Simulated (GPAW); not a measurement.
# H2 in line between two Al chains: converging a transmission, part 5 of 7

Aim: the cheapest settings that leave the conductance of H2 in line between two Al chains unchanged.

GPAW 26.7.0; GPAW LCAO, PAW setups; Landauer transmission from Green's functions with principal layers (ASE), zero bias.

So far, conductance (G₀): step 2 (the reference run) 1.42; step 11 (varying the width of the vacuum box, box 7.5 × 7.5 Å) 1.43; step 12 (width of the vacuum box, box 11 × 11 Å) 1.40; step 13 (varying the width of the vacuum box, box 13 × 13 Å) 1.40; step 15 (varying the k-points along the lead: lead_nz = 2) 1.42. Also open channels of the lead at the Fermi level (one spin): 2 in steps 2, 3, 4 and 15.

## (16) K-points along the lead: lead_nz = 4

run.py

```python
import json
import numpy as np
from ase import Atoms
from ase.transport.calculators import TransportCalculator
from gpaw import GPAW, FermiDirac
from gpaw.lcao.tools import get_lcao_hamiltonian
from scipy.linalg import eigh

# The junction with lead layers at both ends, along the third cell vector
device = Atoms(
    ['Al', 'Al', 'Al', 'Al', 'Al', 'Al', 'H', 'H', 'Al', 'Al', 'Al', 'Al', 'Al', 'Al'],
    positions=[
        [4.50000, 4.50000, 1.20000],
        [4.50000, 4.50000, 3.60000],
        [4.50000, 4.50000, 6.00000],
        [4.50000, 4.50000, 8.40000],
        [4.50000, 4.50000, 10.80000],
        [4.50000, 4.50000, 13.20000],
        [4.50000, 4.50000, 14.60690],
        [4.50000, 4.50000, 15.45690],
        [4.50000, 4.50000, 16.86380],
        [4.50000, 4.50000, 19.26380],
        [4.50000, 4.50000, 21.66380],
        [4.50000, 4.50000, 24.06380],
        [4.50000, 4.50000, 26.46380],
        [4.50000, 4.50000, 28.86380]],
    cell=[[9.0, 0.0, 0.0], [0.0, 9.0, 0.0], [0.0, 0.0, 30.0638]],
    pbc=True)

# One principal layer of the lead: the first 4 atoms of the device
lead = Atoms(
    ['Al', 'Al', 'Al', 'Al'],
    positions=[
        [4.50000, 4.50000, 1.20000],
        [4.50000, 4.50000, 3.60000],
        [4.50000, 4.50000, 6.00000],
        [4.50000, 4.50000, 8.40000]],
    cell=[[9.0, 0.0, 0.0], [0.0, 9.0, 0.0], [0.0, 0.0, 9.6]],
    pbc=True)

settings = dict(mode='lcao', basis='dzp', xc='LDA', h=0.2,
                occupations=FermiDirac(0.1), maxiter=250,
                mixer=dict(beta=0.1, nmaxold=8, weight=100.0),
                convergence=dict(density=0.0001))
energies = np.arange(-3, 3 + 1e-9, 0.075)
eta = 0.0001
n1, n2 = 1, 1
# k and -k transmit alike, so half of the mesh across the current serves
mesh = [(i, j) for i in range(n1) for j in range(n2) if (i, j) <= (-i % n1, -j % n2)]
weights = np.array([1 if (i, j) == (-i % n1, -j % n2) else 2 for i, j in mesh]) / (n1 * n2)


def ground_state(atoms, size, txt):
    atoms.calc = GPAW(kpts={'size': size, 'gamma': True}, symmetry={'tolerance': 1e-3}, txt=txt, **settings)
    atoms.get_potential_energy()
    return atoms.calc.get_fermi_level()


def blocks(atoms, fermi, points, nz, cells):
    """H - E_F S and S between cell 0 and the cells above it, at each point across the current."""
    kz = np.arange(nz) / nz
    calc = atoms.calc.fixed_density(kpts=[(*k, z) for k in points for z in kz], symmetry='off', txt=None)
    H, S = get_lcao_hamiltonian(calc)
    H = (H - fermi * S).reshape(len(H), len(points), nz, *S.shape[1:])
    S = S.reshape(H.shape[1:])
    phases = [np.exp(-2j * np.pi * kz * R) / nz for R in cells]
    return [(np.einsum('skzij,z->ksij', H, p), np.einsum('kzij,z->kij', S, p)) for p in phases]


def pair(a, b):
    return np.block([[a, b], [b.T.conj(), a]])


def count_channels(h, s, cells, nk=240):
    """Half the number of times that the lead's bands cross each energy, unfolded to its shortest repeat."""
    b = len(h) // cells
    bands = []
    for k in (np.arange(nk + 1) + 0.5) / nk:
        hk, sk = h[:b, :b].copy(), s[:b, :b].copy()
        for R in range(1, cells):
            phase, block = np.exp(2j * np.pi * k * R), slice(R * b, (R + 1) * b)
            hk += h[:b, block] * phase + (h[:b, block] * phase).T.conj()
            sk += s[:b, block] * phase + (s[:b, block] * phase).T.conj()
        bands.append(eigh(hk, sk, eigvals_only=True))
    below = np.array(bands)[:, :, None] < energies
    return (below[1:] != below[:-1]).sum((0, 1)) / 2


fermi_lead = ground_state(lead, (1, 1, 4), 'lead.txt')
fermi_device = ground_state(device, (1, 1, 3), 'device.txt')
T, channels, eigen, tail, misfit, shifts = [], [], [], 0.0, 0.0, []
for first in range(0, len(mesh), 566):
    points = [(i / n1, j / n2) for i, j in mesh[first:first + 566]]
    (H0k, S0k), (H1k, S1k), (H2k, _) = blocks(lead, fermi_lead, points, 5, range(3))
    [(Hk, Sk)] = blocks(device, fermi_device, points, 2, [0])
    tail = max(tail, abs(H2k).max())
    for H0, S0, H1, S1, H, S in zip(H0k, S0k, H1k, S1k, Hk, Sk):
        n = len(S0)
        # Shift the lead onto the potential of the device's first layer
        shift = ((H[:, 0, 0] - H0[:, 0, 0]) / S0[0, 0]).real.mean()
        shifts.append(shift)
        misfit = max(misfit, abs(H[:, :n, :n] - H0 - shift * S0).max())
        Tk, Ck, Ek = [], [], []
        for s in range(len(H)):
            t = s % len(H0)  # a lead without moments serves both spins
            h1, s1 = pair(H0[t] + shift * S0, H1[t] + shift * S1), pair(S0, S1)
            leads = dict(h1=h1, s1=s1, energies=energies, eta=eta, eta1=eta, eta2=eta)
            calc = TransportCalculator(h=H[s], s=S, eigenchannels=0, **leads)
            Tk.append(calc.get_transmission())
            Ck.append(count_channels(h1, s1, 8))
        T.append(Tk)
        channels.append(Ck)
        eigen.append(Ek)
T, channels = np.array(T), np.array(channels)
mean, open_channels = np.einsum('kse,k->se', T, weights), np.einsum('kse,k->se', channels, weights)

print(f'basis functions: device {len(S)}, principal layer {n}')
print(f'Fermi level: lead {fermi_lead:.4f} eV, device {fermi_device:.4f} eV; lead shifted by {np.mean(shifts):.4f} eV')
print(f'largest coupling past the next layer {tail:.2e} eV, largest misfit of the first layer {misfit:.3f} eV')
print('  E-E_F (eV)   ' + 'T (one spin)  channels')
for e, t, c in zip(energies, mean.T, open_channels.T):
    print(f'{e:10.3f}  ', *[f'{x:11.4e}' for x in t], *[f'{x:9.4f}' for x in c])

kT = 8.617333e-5 * 500
fine = np.linspace(energies[0], energies[-1], 4001)
both = np.exp(np.interp(fine, energies, np.log(np.maximum(mean.sum(0) * 2 / len(mean), 1e-30))))
fermi = lambda mu: 1 / (1 + np.exp(np.clip((fine - mu) / kT, -200, 200)))
slope = fermi(0) * (1 - fermi(0)) / kT
G = np.trapezoid(both * slope, fine) / 2
seebeck = -np.trapezoid(both * slope * fine, fine) / (2 * G * 500) * 1e6
print(f'conductance at 500 K: {G:.5g} G0 a cell; thermopower {seebeck:.4g} uV/K')
bias = [0.1, 0.2, 0.5, 1.0, 1.5, 2.0]
current = [38.74 * np.trapezoid(both * (fermi(V / 2) - fermi(-V / 2)), fine) for V in bias]
for V, I in zip(bias, current):
    print(f'current from the zero-bias T(E) at {V} V: {I:.5g} uA')
zero = abs(energies).argmin()
json.dump(dict(energies=energies.tolist(), T=mean.tolist(), channels=open_channels.tolist(), G=G, seebeck=seebeck,
               bias=bias, current=current, tail=tail, misfit=misfit, shift=np.mean(shifts), n_device=len(S), n_lead=n,
               fermi=[fermi_lead, fermi_device], energy=device.get_potential_energy(),
               moments=device.get_magnetic_moments().tolist(), mesh=mesh, weights=weights.tolist(),
               T_k=T[:, :, zero].tolist(), eigen=np.array(eigen[0]).tolist()), open('result.json', 'w'))
```

The run is started by

```bash
OMP_NUM_THREADS=1 OPENBLAS_NUM_THREADS=2 python run.py
```

The log of the run:

```text
basis functions: device 166, principal layer 52
Fermi level: lead -3.2616 eV, device -3.1828 eV; lead shifted by -0.0027 eV
largest coupling past the next layer 1.29e-15 eV, largest misfit of the first layer 0.031 eV
  E-E_F (eV)   T (one spin)  channels
    -3.000    8.2354e-01    1.0000
    -2.925    8.2652e-01    1.0000
    -2.850    8.2893e-01    1.0000
    -2.775    8.3077e-01    1.0000
    -2.700    8.3202e-01    1.0000
    -2.625    8.3268e-01    1.0000
    -2.550    8.3272e-01    1.0000
    -2.475    8.3212e-01    1.0000
    -2.400    8.3083e-01    1.0000
    -2.325    8.2879e-01    1.0000
    -2.250    8.2591e-01    1.0000
    -2.175    8.2206e-01    1.0000
    -2.100    8.1708e-01    1.0000
    -2.025    8.1070e-01    1.0000
    -1.950    8.0259e-01    1.0000
    -1.875    7.9223e-01    1.0000
[...]
2.475    2.0339e+00    3.0000
     2.550    2.0309e+00    3.0000
     2.625    2.0269e+00    3.0000
     2.700    2.0220e+00    3.0000
     2.775    2.0159e+00    3.0000
     2.850    2.0088e+00    3.0000
     2.925    2.0006e+00    3.0000
     3.000    1.9911e+00    3.0000
conductance at 500 K: 1.4182 G0 a cell; thermopower -0.6865 uV/K
current from the zero-bias T(E) at 0.1 V: 10.96 uA
current from the zero-bias T(E) at 0.2 V: 21.748 uA
current from the zero-bias T(E) at 0.5 V: 51.262 uA
current from the zero-bias T(E) at 1.0 V: 82.205 uA
current from the zero-bias T(E) at 1.5 V: 103.34 uA
current from the zero-bias T(E) at 2.0 V: 132.51 uA
```

It took 38 s on 2 threads of Intel Xeon 6975P-C (Granite Rapids), shared host; peak memory 1 GiB.

This step gave:

- conductance: 1.418 G₀
- largest coupling past the next principal layer: 1.29e-15 eV
- shift that aligns the lead: -0.002661 eV

One spin. The transmission, zone mean by energy, zero at the Fermi level:

```
energy (eV)  transmission, zone mean
      -3.00                    0.824
      -2.85                    0.829
      -2.70                    0.832
      -2.55                    0.833
      -2.33                    0.829
      -2.17                    0.822
      -2.02                    0.811
      -1.88                    0.792
      -1.73                    0.761
      -1.57                    0.703
      -1.35                    0.391
      -1.20                  0.00183
      -1.05                   3.8e-9
      -0.90                  3.5e-10
      -0.75                  8.5e-11
      -0.60                  3.4e-11
      -0.38                    0.366
      -0.23                     1.16
      -0.07                     1.44
       0.00                     1.45
       0.07                     1.41
       0.23                     1.29
       0.38                     1.17
       0.60                     1.07
       0.75                     1.05
       0.90                     1.86
       1.05                     1.96
       1.20                     1.99
       1.35                     2.01
       1.57                     2.02
       1.73                     2.03
       1.88                     2.03
       2.02                     2.04
       2.17                     2.04
       2.33                     2.04
       2.55                     2.03
       2.70                     2.02
       2.85                     2.01
       3.00                     1.99
```

Crossings of the lead's bands, unfolded to its shortest repeat. Open channels, zone mean against energy, zero at the Fermi level:

```
energy (eV)  open channels, zone mean
      -3.00                         1
      -2.85                         1
      -2.70                         1
      -2.55                         1
      -2.33                         1
      -2.17                         1
      -2.02                         1
      -1.88                         1
      -1.73                         1
      -1.57                         1
      -1.35                         1
      -1.20                         0
      -1.05                         0
      -0.90                         0
      -0.75                         0
      -0.60                         0
      -0.38                         2
      -0.23                         2
      -0.07                         2
       0.00                         2
       0.07                         2
       0.23                         2
       0.38                         2
       0.60                         2
       0.75                         2
       0.90                         3
       1.05                         3
       1.20                         3
       1.35                         3
       1.57                         3
       1.73                         3
       1.88                         3
       2.02                         3
       2.17                         3
       2.33                         3
       2.55                         3
       2.70                         3
       2.85                         3
       3.00                         3
```

Not self-consistent under bias; the bias window is split evenly. Table of current through one cell, from the zero-bias transmission by bias:

```
bias (V)  current through one cell, from the zero-bias transmission (μA)
   0.100                                                            11.0
   0.200                                                            21.7
   0.500                                                            51.3
   1.000                                                            82.2
   1.500                                                             103
   2.000                                                             133
```

The conductance equals that of the base run to 0.2 %.

## (17) K-points along the lead: lead_nz = 8

run.py, as its differences from that of step 16:

```diff
@@ -88,3 +88,3 @@
 
-fermi_lead = ground_state(lead, (1, 1, 4), 'lead.txt')
+fermi_lead = ground_state(lead, (1, 1, 8), 'lead.txt')
 fermi_device = ground_state(device, (1, 1, 3), 'device.txt')
```

The log of the run:

```text
basis functions: device 166, principal layer 52
Fermi level: lead -3.2559 eV, device -3.1828 eV; lead shifted by 0.0042 eV
largest coupling past the next layer 1.12e-15 eV, largest misfit of the first layer 0.031 eV
  E-E_F (eV)   T (one spin)  channels
    -3.000    8.2354e-01    1.0000
    -2.925    8.2649e-01    1.0000
    -2.850    8.2887e-01    1.0000
[...]
2.925    2.0008e+00    3.0000
     3.000    1.9913e+00    3.0000
conductance at 500 K: 1.4183 G0 a cell; thermopower -0.6243 uV/K
current from the zero-bias T(E) at 0.1 V: 10.961 uA
current from the zero-bias T(E) at 0.2 V: 21.75 uA
current from the zero-bias T(E) at 0.5 V: 51.261 uA
current from the zero-bias T(E) at 1.0 V: 82.226 uA
current from the zero-bias T(E) at 1.5 V: 103.37 uA
current from the zero-bias T(E) at 2.0 V: 132.51 uA
```

Run time: 40 s. Hardware: 2 threads; peak memory 1 GiB.

One spin. Transmission, zone mean against energy, zero at the Fermi level:

```
energy (eV)  transmission, zone mean
    -3.0000                    0.824
    -2.7750                    0.831
    -2.4750                    0.832
    -2.2500                    0.826
    -2.0250                    0.811
    -1.7250                    0.762
    -1.5000                    0.651
    -1.2750                   2.0e-6
    -0.9750                  9.6e-10
    -0.7500                  8.5e-11
    -0.5250                  2.6e-11
    -0.2250                     1.16
     0.0000                     1.45
     0.2250                     1.29
     0.5250                     1.10
     0.7500                     1.05
     0.9750                     1.94
     1.2750                     2.00
     1.5000                     2.02
     1.7250                     2.03
     2.0250                     2.04
     2.2500                     2.04
     2.4750                     2.03
     2.7750                     2.02
     3.0000                     1.99
```

The conductance equals that of the base run to 0.2 %.

## (18) Varying the k-points along the lead: lead_nz = 30

run.py, as its differences from that of step 17:

```diff
@@ -88,3 +88,3 @@
 
-fermi_lead = ground_state(lead, (1, 1, 8), 'lead.txt')
+fermi_lead = ground_state(lead, (1, 1, 30), 'lead.txt')
 fermi_device = ground_state(device, (1, 1, 3), 'device.txt')
```

The log of the run:

```text
basis functions: device 166, principal layer 52
Fermi level: lead -3.2559 eV, device -3.1828 eV; lead shifted by 0.0042 eV
largest coupling past the next layer 1.26e-15 eV, largest misfit of the first layer 0.031 eV
  E-E_F (eV)   T (one spin)  channels
    -3.000    8.2354e-01    1.0000
    -2.925    8.2649e-01    1.0000
    -2.850    8.2887e-01    1.0000
[...]
2.925    2.0008e+00    3.0000
     3.000    1.9913e+00    3.0000
conductance at 500 K: 1.4183 G0 a cell; thermopower -0.6239 uV/K
current from the zero-bias T(E) at 0.1 V: 10.961 uA
current from the zero-bias T(E) at 0.2 V: 21.75 uA
current from the zero-bias T(E) at 0.5 V: 51.261 uA
current from the zero-bias T(E) at 1.0 V: 82.226 uA
current from the zero-bias T(E) at 1.5 V: 103.37 uA
current from the zero-bias T(E) at 2.0 V: 132.51 uA
```

Elapsed: 49 s, on 2 threads; peak memory 1 GiB.

The conductance equals that of the base run to 0.2 %.

## (19) Convergence in the k-points along the lead

The runs and the base run on one axis.

This step: convergence of the conductance (GPAW 26.7.0).

The conductance stays at 1.42 G₀ for k-points along the lead from 2 to 30.

(Part 5 of 7 ends here.)

[Logs are printed without paths, hosts, clocks, repeated set-up lines and the standing remarks that a program may print on its own settings, such as how far it seeks lower states.]

[Hosts, paths, dates, database ids (printed as entryN), source tags and the programs' standing remarks are cut or masked in the printed files.]
